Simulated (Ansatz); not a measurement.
**YF3 (Pnma): the host for defect calculations**

Aim: the runs on the perfect crystal YF3 (Pnma) that a defect calculation needs first.

Program: Ansatz 0.2.0. Level of theory: plane-wave PAW DFT, PBEsol; relaxation of the defect-free supercell from its symmetric sites, in the first sound run; inputs show where later runs differ. Results are calculated unless marked as measured.

### 1. The starting structure

The cell holds 64 atoms: 16 Y and 48 F. Cell: a = 9.320 Å, b = 9.320 Å, c = 8.738 Å, α = 90.0°, β = 90.0°, γ = 85.6°.

Structure file:

```xyz
64
Lattice="6.3310 6.8394 0.0000 -6.3310 6.8394 0.0000 0.0000 0.0000 8.7381" Properties=species:S:1:pos:R:3 pbc="T T T"
Y    -2.3368    5.1295    4.1010
Y     3.9943    5.1295    4.1010
Y    -0.8287    1.7098    1.9165
Y    -0.8287    8.5492    1.9165
Y     0.8287    5.1295    2.4525
Y     0.8287   11.9689    2.4525
Y    -3.9943    8.5492    0.2680
Y     2.3368    8.5492    0.2680
F     1.0450    2.9878    1.6515
F     1.0450    9.8272    1.6515
F     2.1205    3.8515    3.8360
F     2.1205   10.6909    3.8360
F    -2.1205    7.2712    0.5330
F     4.2105    7.2712    0.5330
F    -1.0450    6.4075    2.7175
F     5.2860    6.4075    2.7175
F    -3.0192    8.5492    2.5753
F     3.3118    8.5492    2.5753
F    -0.1463    5.1295    0.3908
F    -0.1463   11.9689    0.3908
F     0.1463    1.7098    3.9782
F     0.1463    8.5492    3.9782
F    -3.3118    5.1295    1.7937
F     3.0192    5.1295    1.7937
F    -5.2860    7.2712    1.6515
F     1.0450    7.2712    1.6515
F    -4.2105    6.4075    3.8360
F     2.1205    6.4075    3.8360
F    -2.1205    2.9878    0.5330
F    -2.1205    9.8272    0.5330
F    -1.0450    3.8515    2.7175
F    -1.0450   10.6909    2.7175
Y    -2.3368    5.1295    8.4700
Y     3.9943    5.1295    8.4700
Y    -0.8287    1.7098    6.2855
Y    -0.8287    8.5492    6.2855
Y     0.8287    5.1295    6.8216
Y     0.8287   11.9689    6.8216
Y    -3.9943    8.5492    4.6370
Y     2.3368    8.5492    4.6370
F     1.0450    2.9878    6.0206
F     1.0450    9.8272    6.0206
F     2.1205    3.8515    8.2051
F     2.1205   10.6909    8.2051
F    -2.1205    7.2712    4.9020
F     4.2105    7.2712    4.9020
F    -1.0450    6.4075    7.0865
F     5.2860    6.4075    7.0865
F    -3.0192    8.5492    6.9444
F     3.3118    8.5492    6.9444
F    -0.1463    5.1295    4.7598
F    -0.1463   11.9689    4.7598
F     0.1463    1.7098    8.3472
F     0.1463    8.5492    8.3472
F    -3.3118    5.1295    6.1627
F     3.0192    5.1295    6.1627
F    -5.2860    7.2712    6.0206
F     1.0450    7.2712    6.0206
F    -4.2105    6.4075    8.2051
F     2.1205    6.4075    8.2051
F    -2.1205    2.9878    4.9020
F    -2.1205    9.8272    4.9020
F    -1.0450    3.8515    7.0865
F    -1.0450   10.6909    7.0865
```

### 2. Defect free supercell relaxed from its symmetric sites

This cell, the one that will hold the defects, is built from the relaxed host. Its coarser k-points can move the atoms a little, so it is relaxed from the symmetric sites, as the reference for the test of stability.

File pristine.symmetric/input.yaml:

```yaml
crystal:
  lattice:
    - [6.3310359498, 6.839361583, 0.0]
    - [-6.3310359498, 6.839361583, 0.0]
    - [0.0, 0.0, 8.7380616657]
  atoms:
    - { symbol: "Y", position: [0.1904505222, 0.5595494778, 0.4693274222] }
    - { symbol: "Y", position: [0.6904505222, 0.0595494778, 0.4693274222] }
    - { symbol: "Y", position: [0.0595494778, 0.1904505222, 0.2193274222] }
    - { symbol: "Y", position: [0.5595494778, 0.6904505222, 0.2193274222] }
    - { symbol: "Y", position: [0.4404505222, 0.3095494778, 0.2806725778] }
    - { symbol: "Y", position: [0.9404505222, 0.8095494778, 0.2806725778] }
    - { symbol: "Y", position: [0.3095494778, 0.9404505222, 0.0306725778] }
    - { symbol: "Y", position: [0.8095494778, 0.4404505222, 0.0306725778] }
    - { symbol: F, position: [0.3009583704, 0.1358991347, 0.1890045975] }
    - { symbol: F, position: [0.8009583704, 0.6358991347, 0.1890045975] }
    - { symbol: F, position: [0.4490416296, 0.1141008653, 0.4390045976] }
    - { symbol: F, position: [0.9490416296, 0.6141008653, 0.4390045976] }
    - { symbol: F, position: [0.3641008653, 0.6990416296, 0.0609954024] }
    - { symbol: F, position: [0.8641008653, 0.1990416296, 0.0609954024] }
    - { symbol: F, position: [0.3858991347, 0.5509583704, 0.3109954024] }
    - { symbol: F, position: [0.8858991347, 0.0509583704, 0.3109954024] }
    - { symbol: F, position: [0.3865522208, 0.8634477792, 0.2947256464] }
    - { symbol: F, position: [0.8865522208, 0.3634477792, 0.2947256464] }
    - { symbol: F, position: [0.3634477792, 0.3865522208, 0.0447256465] }
    - { symbol: F, position: [0.8634477792, 0.8865522208, 0.0447256465] }
    - { symbol: F, position: [0.1365522208, 0.1134477792, 0.4552743536] }
    - { symbol: F, position: [0.6365522208, 0.6134477792, 0.4552743536] }
    - { symbol: F, position: [0.1134477792, 0.6365522208, 0.2052743536] }
    - { symbol: F, position: [0.6134477792, 0.1365522208, 0.2052743536] }
    - { symbol: F, position: [0.1141008653, 0.9490416296, 0.1890045975] }
    - { symbol: F, position: [0.6141008653, 0.4490416296, 0.1890045975] }
    - { symbol: F, position: [0.1358991347, 0.8009583704, 0.4390045976] }
    - { symbol: F, position: [0.6358991347, 0.3009583704, 0.4390045976] }
    - { symbol: F, position: [0.0509583704, 0.3858991347, 0.0609954024] }
    - { symbol: F, position: [0.5509583704, 0.8858991347, 0.0609954024] }
    - { symbol: F, position: [0.1990416296, 0.3641008653, 0.3109954024] }
    - { symbol: F, position: [0.6990416296, 0.8641008653, 0.3109954024] }
    - { symbol: "Y", position: [0.1904505222, 0.5595494778, 0.9693274222] }
    - { symbol: "Y", position: [0.6904505222, 0.0595494778, 0.9693274222] }
    - { symbol: "Y", position: [0.0595494778, 0.1904505222, 0.7193274222] }
    - { symbol: "Y", position: [0.5595494778, 0.6904505222, 0.7193274222] }
    - { symbol: "Y", position: [0.4404505222, 0.3095494778, 0.7806725778] }
    - { symbol: "Y", position: [0.9404505222, 0.8095494778, 0.7806725778] }
    - { symbol: "Y", position: [0.3095494778, 0.9404505222, 0.5306725778] }
    - { symbol: "Y", position: [0.8095494778, 0.4404505222, 0.5306725778] }
    - { symbol: F, position: [0.3009583704, 0.1358991347, 0.6890045976] }
    - { symbol: F, position: [0.8009583704, 0.6358991347, 0.6890045976] }
    - { symbol: F, position: [0.4490416296, 0.1141008653, 0.9390045976] }
    - { symbol: F, position: [0.9490416296, 0.6141008653, 0.9390045976] }
    - { symbol: F, position: [0.3641008653, 0.6990416296, 0.5609954024] }
    - { symbol: F, position: [0.8641008653, 0.1990416296, 0.5609954024] }
    - { symbol: F, position: [0.3858991347, 0.5509583704, 0.8109954024] }
    - { symbol: F, position: [0.8858991347, 0.0509583704, 0.8109954024] }
    - { symbol: F, position: [0.3865522208, 0.8634477792, 0.7947256464] }
    - { symbol: F, position: [0.8865522208, 0.3634477792, 0.7947256464] }
    - { symbol: F, position: [0.3634477792, 0.3865522208, 0.5447256464] }
    - { symbol: F, position: [0.8634477792, 0.8865522208, 0.5447256464] }
    - { symbol: F, position: [0.1365522208, 0.1134477792, 0.9552743536] }
    - { symbol: F, position: [0.6365522208, 0.6134477792, 0.9552743536] }
    - { symbol: F, position: [0.1134477792, 0.6365522208, 0.7052743536] }
    - { symbol: F, position: [0.6134477792, 0.1365522208, 0.7052743536] }
    - { symbol: F, position: [0.1141008653, 0.9490416296, 0.6890045976] }
    - { symbol: F, position: [0.6141008653, 0.4490416296, 0.6890045976] }
    - { symbol: F, position: [0.1358991347, 0.8009583704, 0.9390045976] }
    - { symbol: F, position: [0.6358991347, 0.3009583704, 0.9390045976] }
    - { symbol: F, position: [0.0509583704, 0.3858991347, 0.5609954024] }
    - { symbol: F, position: [0.5509583704, 0.8858991347, 0.5609954024] }
    - { symbol: F, position: [0.1990416296, 0.3641008653, 0.8109954024] }
    - { symbol: F, position: [0.6990416296, 0.8641008653, 0.8109954024] }
basis:
  ecutwfc: 420
  xc_grid: 2
hamiltonian:
  xc: pbesol
kpoints:
  mp_grid: { grid: [1, 1, 1], shift: [0.25, 0.25, 0.25] }
scf:
  occupations: { method: fermi_dirac, width: 0.01 }
  max_iter: 80
output:
  forces: true
relax:
  f_tol: 0.01
  max_steps: 60
  escape_saddle: false
checkpoint:
  write: "../pristine.symmetric.run"
  compress: false
  write_wavefunctions: false
  write_every: 100000
```

Launch:

```bash
$ ansatz run input.yaml --threads 4 --pin off --max-ram 7536MiB --backend cpu --events-out ev --progress --plain --runs-dir out
```

Numbers of over 12 decimals in the logs are rounded to 6 here.

What it wrote:

```text
[... repeated set-up lines and file paths are left out, and long positions are rounded to six places ...]
Engine: ansatz 0.2.0, aarch64-unknown-linux-gnu
Pseudopotentials: kind: paw
Pseudopotential: Y, paw, valence charge 11, recommended cutoff 420 eV (normal), Y.paw.azcp
Pseudopotential: F, paw, valence charge 7, recommended cutoff 420 eV (normal), F.paw.azcp
Functional definition: PBEsol
  exchange = pbesol_x
  correlation = pbesol_c
Crystal: 64 atoms, lattice volume = 756.720 Å³
Basis set: ecut = 420 eV, 14795 PW (Γ), exchange–correlation on 128×128×120 points (8 copies of the dense FFT grid, shifted against one another)
Bands: 320, of which v1, the nominal top of the filled ones, is band 256 counted from 1 (255 counted from 0)
Symmetry: 16 space group operations
k-points: 1
Non-local potential: Y, projectors of the file, l = 0: 3, l = 1: 2, l = 2: 2, l = 3: 1
Non-local potential: F, projectors of the file, l = 0: 2, l = 1: 2, l = 2: 1
PAW form: soft (Blöchl's): semilocal exchange-correlation on the pseudo side does not see the compensation charge
PAW frozen core: Y, regenerated for the run's functional, and the local potential with it (the file was generated under x = pbe(κ = 0.804, μ = 0.219515), c = pbe(β = 0.066725))
PAW frozen core: F, regenerated for the run's functional, and the local potential with it (the file was generated under x = pbe(κ = 0.804, μ = 0.219515), c = pbe(β = 0.066725))
PAW one-centre angular grid: Y, 590 points (default); XC on 64 Gauss nodes
PAW one-centre angular grid: F, 110 points (default); XC on 64 Gauss nodes
Initial density: superposition of atomic densities (neutral atoms: chi_scale 0, normalization atom), corrected by the library's trained network
Initial wavefunctions: pseudopotential atomic-orbital guess
Functional: x = pbesol(κ = 0.804, μ = 0.123457), c = pbesol(β = 0.046)
SCF iter   1: F=—  HF=-99274.591758 eV  |F-HF|=—  |Δ(HF+E_count)|=         —  Δρ=1.74e-2  dr2=1.43e0  ethr=1.77e-3  ⟨swp⟩=6.0  Hψ=1073  notcnv=0  defer=31
preconditioner: auto → Resta (q_TF=auto, 2.556 Å⁻¹)  ε∞=3.8  [insulator: Δε(μ)=7.821 eV  Ē_g=17.554 eV  σ=0.010 eV  W_gap=1.00  n_scr=218 (ndim 8)  ℏωp=29.6 eV  f_vac=0.032  D(μ)=0.00/eV (n_scr^D=0)  ε∞_Penn≈3.8]
SCF iter   2: F=—  HF=-99274.198659 eV  |F-HF|=—  |Δ(HF+E_count)|=   3.93e-1  Δρ=2.84e-3  dr2=1.84e-2  ethr=2.79e-4  ⟨swp⟩=2.0  Hψ=522  notcnv=0  defer=54
SCF iter   3: F=—  HF=-99274.201183 eV  |F-HF|=—  |Δ(HF+E_count)|=   2.52e-3  Δρ=1.20e-3  dr2=5.12e-3  ethr=3.60e-6  ⟨swp⟩=2.0  Hψ=420  notcnv=0  defer=54
SCF iter   4: F=—  HF=-99274.204160 eV  |F-HF|=—  |Δ(HF+E_count)|=   2.98e-3  Δρ=2.17e-4  dr2=2.21e-4  ethr=1.00e-6  ⟨swp⟩=3.0  Hψ=532  notcnv=0  defer=54
SCF iter   5: F=—  HF=-99274.204887 eV  |F-HF|=—  |Δ(HF+E_count)|=   7.27e-4  Δρ=6.77e-5  dr2=2.04e-5  ethr=4.31e-8  ⟨swp⟩=2.0  Hψ=477  notcnv=0  defer=54
SCF iter   6: F=-99274.204909 eV  HF=-99274.204907 eV  |F-HF|=1.80e-6  |Δ(HF+E_count)|=   1.98e-5  Δρ=1.13e-5  dr2=7.51e-7  ethr=4.88e-10  ⟨swp⟩=4.0  Hψ=980  notcnv=0
SCF 1 converged in 6 iterations: F = -99274.204909 eV  dr2 = 7.51e-7
  greatest PAW one-centre occupation: 0.993 electrons in one spin orbital (limit 2), on the Y atom at site 39 (counted from 0), in its partial waves of l = 0
relax step   1: F+E_penalty+E_count = -99274.20490859 eV  Δ(F+E_penalty+E_count) = +0.000e0 eV  max|allowed force component| = 8.303e-4 eV/Å  Δτ_max = 0.0000 Å  (6 SCF iters, dr2 threshold 2.50e-6 eV, accepted)
Initial density: handed on by an earlier stage of this run
Initial wavefunctions: those handed on with the density
iter 1 solved again at ethr=1.53e-10 eV; its pass at ethr=3.10e-3 eV (dr2=7.85e-7 eV) is discarded
SCF iter   1: F=—  HF=-99274.205201 eV  |F-HF|=—  |Δ(HF+E_count)|=         —  Δρ=1.15e-5  dr2=7.77e-7  ethr=1.53e-10  ⟨swp⟩=1.0  Hψ=744  notcnv=0  defer=54
SCF iter   2: F=—  HF=-99274.204908 eV  |F-HF|=—  |Δ(HF+E_count)|=   2.93e-4  Δρ=7.57e-6  dr2=3.63e-7  ethr=1.52e-10  ⟨swp⟩=2.0  Hψ=522  notcnv=0  defer=54
SCF iter   3: F=-99274.204909 eV  HF=-99274.204909 eV  |F-HF|=2.15e-9  |Δ(HF+E_count)|=   8.81e-7  Δρ=4.29e-6  dr2=7.22e-8  ethr=1.95e-11  ⟨swp⟩=2.0  Hψ=1086  notcnv=0
SCF 2 converged in 3 iterations: F = -99274.204909 eV  dr2 = 7.22e-8
relax step   2: F+E_penalty+E_count = -99274.20490879 eV  Δ(F+E_penalty+E_count) = -1.960e-7 eV  max|allowed force component| = 8.121e-4 eV/Å  Δτ_max = 0.0000 Å  (3 SCF iters, accepted)
SCF converged after 3 iterations
Free energy (F): -99274.204909 eV
Harris-Foulkes:  -99274.204909 eV  (|F-HF|=2.15e-9)
Internal energy: -99274.204909 eV  (E = F + TS)
E sigma→0 (E₀):  -99274.204909 eV
Fermi energy:    9.529676 eV
--- Per-component energies (eV) ---
  E_band       = -2552.862947
  E_kinetic    = 14800.938190
  E_local      = -32630.527579  (includes V_loc(G=0)·N_el)
  E_nonlocal   = 4356.100600
  E_hartree    = 11518.221564
  E_xc         = -6552.628224
  E_vxc        = -8080.074008  (∫ρ·V_xc dr)
  E_paw        = -53673.267311  (= ΣΔE_a)
  E_vpaw       = -4035.861115  (= ΣTr[D̂ρ^β])
  E_aug_tail   = 0.098310  (compensation charges beyond the density's cutoff)
  E_ewald      = -37097.558069
  E_core_change = 4.417611  (= ΣΔE_core)
  E_smearing   = -0.000000  (= −TS)
  E_closure    = 0.000000  (closes the sum)
  Σ components = -99274.204909   (vs F -99274.204909, Δ=0.00e0)
--- Forces (eV/Å), atoms counted from 1 ---
  atom   1  Y      0.00081210    -0.00027671     0.00002559
  atom   2  Y      0.00081210    -0.00027671     0.00002559
  atom   3  Y     -0.00081210    -0.00027671     0.00002559
  atom   4  Y     -0.00081210    -0.00027671     0.00002559
  atom   5  Y      0.00081210     0.00027671    -0.00002559
  atom   6  Y      0.00081210     0.00027671    -0.00002559
  atom   7  Y     -0.00081210     0.00027671    -0.00002559
  atom   8  Y     -0.00081210     0.00027671    -0.00002559
  atom   9  F     -0.00078322    -0.00056386     0.00022132
  atom  10  F     -0.00078322    -0.00056386     0.00022132
  atom  11  F     -0.00043725     0.00000022     0.00000426
  atom  12  F     -0.00043725     0.00000022     0.00000426
  atom  13  F     -0.00078322     0.00056386    -0.00022132
  atom  14  F     -0.00078322     0.00056386    -0.00022132
  atom  15  F     -0.00043725    -0.00000022    -0.00000426
  atom  16  F     -0.00043725    -0.00000022    -0.00000426
  atom  17  F      0.00055918    -0.00005730     0.00010408
  atom  18  F      0.00055918    -0.00005730     0.00010408
  atom  19  F     -0.00055918    -0.00005730     0.00010408
  atom  20  F     -0.00055918    -0.00005730     0.00010408
  atom  21  F      0.00055918     0.00005730    -0.00010408
  atom  22  F      0.00055918     0.00005730    -0.00010408
  atom  23  F     -0.00055918     0.00005730    -0.00010408
  atom  24  F     -0.00055918     0.00005730    -0.00010408
  atom  25  F      0.00043725     0.00000022     0.00000426
  atom  26  F      0.00043725     0.00000022     0.00000426
  atom  27  F      0.00078322    -0.00056386     0.00022132
  atom  28  F      0.00078322    -0.00056386     0.00022132
  atom  29  F      0.00043725    -0.00000022    -0.00000426
  atom  30  F      0.00043725    -0.00000022    -0.00000426
  atom  31  F      0.00078322     0.00056386    -0.00022132
  atom  32  F      0.00078322     0.00056386    -0.00022132
  atom  33  Y      0.00081210    -0.00027671     0.00002559
  atom  34  Y      0.00081210    -0.00027671     0.00002559
  atom  35  Y     -0.00081210    -0.00027671     0.00002559
  atom  36  Y     -0.00081210    -0.00027671     0.00002559
  atom  37  Y      0.00081210     0.00027671    -0.00002559
  atom  38  Y      0.00081210     0.00027671    -0.00002559
  atom  39  Y     -0.00081210     0.00027671    -0.00002559
  atom  40  Y     -0.00081210     0.00027671    -0.00002559
  atom  41  F     -0.00078322    -0.00056386     0.00022132
  atom  42  F     -0.00078322    -0.00056386     0.00022132
  atom  43  F     -0.00043725     0.00000022     0.00000426
  atom  44  F     -0.00043725     0.00000022     0.00000426
  atom  45  F     -0.00078322     0.00056386    -0.00022132
  atom  46  F     -0.00078322     0.00056386    -0.00022132
  atom  47  F     -0.00043725    -0.00000022    -0.00000426
  atom  48  F     -0.00043725    -0.00000022    -0.00000426
  atom  49  F      0.00055918    -0.00005730     0.00010408
  atom  50  F      0.00055918    -0.00005730     0.00010408
  atom  51  F     -0.00055918    -0.00005730     0.00010408
  atom  52  F     -0.00055918    -0.00005730     0.00010408
  atom  53  F      0.00055918     0.00005730    -0.00010408
  atom  54  F      0.00055918     0.00005730    -0.00010408
  atom  55  F     -0.00055918     0.00005730    -0.00010408
  atom  56  F     -0.00055918     0.00005730    -0.00010408
  atom  57  F      0.00043725     0.00000022     0.00000426
  atom  58  F      0.00043725     0.00000022     0.00000426
  atom  59  F      0.00078322    -0.00056386     0.00022132
  atom  60  F      0.00078322    -0.00056386     0.00022132
  atom  61  F      0.00043725    -0.00000022    -0.00000426
  atom  62  F      0.00043725    -0.00000022    -0.00000426
  atom  63  F      0.00078322     0.00056386    -0.00022132
  atom  64  F      0.00078322     0.00056386    -0.00022132
  max |Σ_I F_I| component: 4.01e-18 eV/Å
--- Relaxed structure (2 steps of the walk, 2 accepted, 0 SCFs on fresh bases) ---
  F+E_penalty+E_count = -99274.20490879 eV   max|allowed force component| = 8.121e-4 eV/Å
  atoms:
    - { symbol: Y, position: [0.1904505222, 0.559549, 0.469327] }
    - { symbol: Y, position: [0.690451, 0.059549, 0.469327] }
    - { symbol: Y, position: [0.059549, 0.190451, 0.219327] }
    - { symbol: Y, position: [0.559549, 0.690451, 0.219327] }
    - { symbol: Y, position: [0.440451, 0.309549, 0.280673] }
    - { symbol: Y, position: [0.940451, 0.809549, 0.280673] }
    - { symbol: Y, position: [0.309549, 0.940451, 0.030673] }
    - { symbol: Y, position: [0.809549, 0.440451, 0.030673] }
    - { symbol: F, position: [0.300958, 0.135899, 0.189005] }
    - { symbol: F, position: [0.800958, 0.6358991347, 0.189005] }
    - { symbol: F, position: [0.4490416296, 0.114101, 0.439005] }
    - { symbol: F, position: [0.949042, 0.614101, 0.439005] }
    - { symbol: F, position: [0.364101, 0.699042, 0.060995] }
    - { symbol: F, position: [0.864101, 0.199042, 0.060995] }
    - { symbol: F, position: [0.385899, 0.550958, 0.310995] }
    - { symbol: F, position: [0.8858991347, 0.050958, 0.310995] }
    - { symbol: F, position: [0.386552, 0.8634477792, 0.294726] }
    - { symbol: F, position: [0.886552, 0.363448, 0.294726] }
    - { symbol: F, position: [0.363448, 0.386552, 0.044726] }
    - { symbol: F, position: [0.863448, 0.886552, 0.044726] }
    - { symbol: F, position: [0.1365522208, 0.113448, 0.455274] }
    - { symbol: F, position: [0.6365522208, 0.6134477792, 0.455274] }
    - { symbol: F, position: [0.113448, 0.636552, 0.205274] }
    - { symbol: F, position: [0.6134477792, 0.136552, 0.205274] }
    - { symbol: F, position: [0.114101, 0.949042, 0.189005] }
    - { symbol: F, position: [0.6141008653, 0.449042, 0.189005] }
    - { symbol: F, position: [0.135899, 0.800958, 0.439005] }
    - { symbol: F, position: [0.635899, 0.300958, 0.439005] }
    - { symbol: F, position: [0.050958, 0.385899, 0.060995] }
    - { symbol: F, position: [0.550958, 0.8858991347, 0.060995] }
    - { symbol: F, position: [0.199042, 0.364101, 0.310995] }
    - { symbol: F, position: [0.699042, 0.864101, 0.310995] }
    - { symbol: Y, position: [0.1904505222, 0.559549, 0.969327] }
    - { symbol: Y, position: [0.690451, 0.059549, 0.969327] }
    - { symbol: Y, position: [0.059549, 0.190451, 0.719327] }
    - { symbol: Y, position: [0.559549, 0.690451, 0.719327] }
    - { symbol: Y, position: [0.440451, 0.309549, 0.780673] }
    - { symbol: Y, position: [0.940451, 0.809549, 0.780673] }
    - { symbol: Y, position: [0.309549, 0.940451, 0.530673] }
    - { symbol: Y, position: [0.809549, 0.440451, 0.530673] }
    - { symbol: F, position: [0.300958, 0.135899, 0.689005] }
    - { symbol: F, position: [0.800958, 0.6358991347, 0.689005] }
    - { symbol: F, position: [0.4490416296, 0.114101, 0.939005] }
    - { symbol: F, position: [0.949042, 0.614101, 0.939005] }
    - { symbol: F, position: [0.364101, 0.699042, 0.560995] }
    - { symbol: F, position: [0.864101, 0.199042, 0.560995] }
    - { symbol: F, position: [0.385899, 0.550958, 0.810995] }
    - { symbol: F, position: [0.8858991347, 0.050958, 0.810995] }
    - { symbol: F, position: [0.386552, 0.8634477792, 0.794726] }
    - { symbol: F, position: [0.886552, 0.363448, 0.794726] }
    - { symbol: F, position: [0.363448, 0.386552, 0.544726] }
    - { symbol: F, position: [0.863448, 0.886552, 0.544726] }
    - { symbol: F, position: [0.1365522208, 0.113448, 0.955274] }
    - { symbol: F, position: [0.6365522208, 0.6134477792, 0.955274] }
    - { symbol: F, position: [0.113448, 0.636552, 0.705274] }
    - { symbol: F, position: [0.6134477792, 0.136552, 0.705274] }
    - { symbol: F, position: [0.114101, 0.949042, 0.689005] }
    - { symbol: F, position: [0.6141008653, 0.449042, 0.689005] }
    - { symbol: F, position: [0.135899, 0.800958, 0.939005] }
    - { symbol: F, position: [0.635899, 0.300958, 0.939005] }
    - { symbol: F, position: [0.050958, 0.385899, 0.560995] }
    - { symbol: F, position: [0.550958, 0.8858991347, 0.560995] }
    - { symbol: F, position: [0.199042, 0.364101, 0.810995] }
    - { symbol: F, position: [0.699042, 0.864101, 0.810995] }
```

The job ended after 8.1 s (4 threads of Arm Neoverse V2, shared host; peak memory 1.4 GiB; 30 s of CPU time).

Hardly anything moved in the relaxation; the energy changed by under 0.2 meV an atom.

(Continued in part 2 of 2.)

[Logs are printed without paths, hosts, clocks, repeated set-up lines and the standing remarks that a program may print on its own settings, such as how far it seeks lower states.]

[Hosts, paths, dates, database ids (printed as entryN), source tags and the programs' standing remarks are cut or masked in the printed files.]

[Runs of the host that timed out are not shown.]

[For some hosts the program warned that the k-mesh of the response run may be too coarse for force constants and the static dielectric constant; such warnings are not always shown.]
